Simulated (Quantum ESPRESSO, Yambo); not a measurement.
Planning a run of Yambo 5.3.0 on WS2 (Tungstenite). The input:

```
HF_and_locXC
gw0
dyson
ppa
em1d
rim_cut
RandQpts= 1000000
RandGvec= 1 RL
EXXRLvcs= 62 Ry
VXCRLvcs= 248 Ry
Chimod= "HARTREE"
% BndsRnXp
 1 | 99 |
%
NGsBlkXp= 20 Ry
% LongDrXp
 1 | 1 | 1 |
%
% GbndRnge
 1 | 99 |
%
DysSolver= "n"
ExtendOut
PPAPntXp= 27.21138 eV
% QPkrange
 13 | 13 | 12 | 15 |
 2 | 2 | 12 | 15 |
 1 | 1 | 12 | 15 |
%
```

```sh
OMP_NUM_THREADS=1 mpirun -n 4 yambo -F gw10.in -J gw10 -C gw10 > gw10.log
```

The stored states that it reads are on a 4×4×4 mesh. It takes space group R3m (No. 160, trigonal). Conventional cell: a = 3.158 Å, b = 3.158 Å, c = 18.490 Å, α = 90.00°, β = 90.00°, γ = 120.00°. Nearest to W lie 6 S at 2.40 Å. S has 3 W at 2.40 Å nearest. S has 3 W at 2.40 Å nearest. Farther neighbours and most contacts between anions are not listed.

How long will it take on 4 MPI ranks of Arm Neoverse V1, shared host, and how much memory?

It took 13 min; on shared hardware allow 6.6 min to 26 min. Peak host memory was 3.1 GiB.

The screening grows as filled bands × empty bands × pairs of k points, times the square of the screening basis for the matrix.

[Paths, hosts, dates, memory and timing lines, banners, echoed tables and standing remarks are left out of the program output.]

[Logs are printed without paths, hosts, clocks, repeated set-up lines and the standing remarks that a program may print on its own settings, such as how far it seeks lower states.]

[Runs of the session that timed out or met a known fault of the program may be left out.]

[Hosts, paths, dates, database ids (printed as entryN), source tags and the programs' standing remarks are cut or masked in the printed files.]
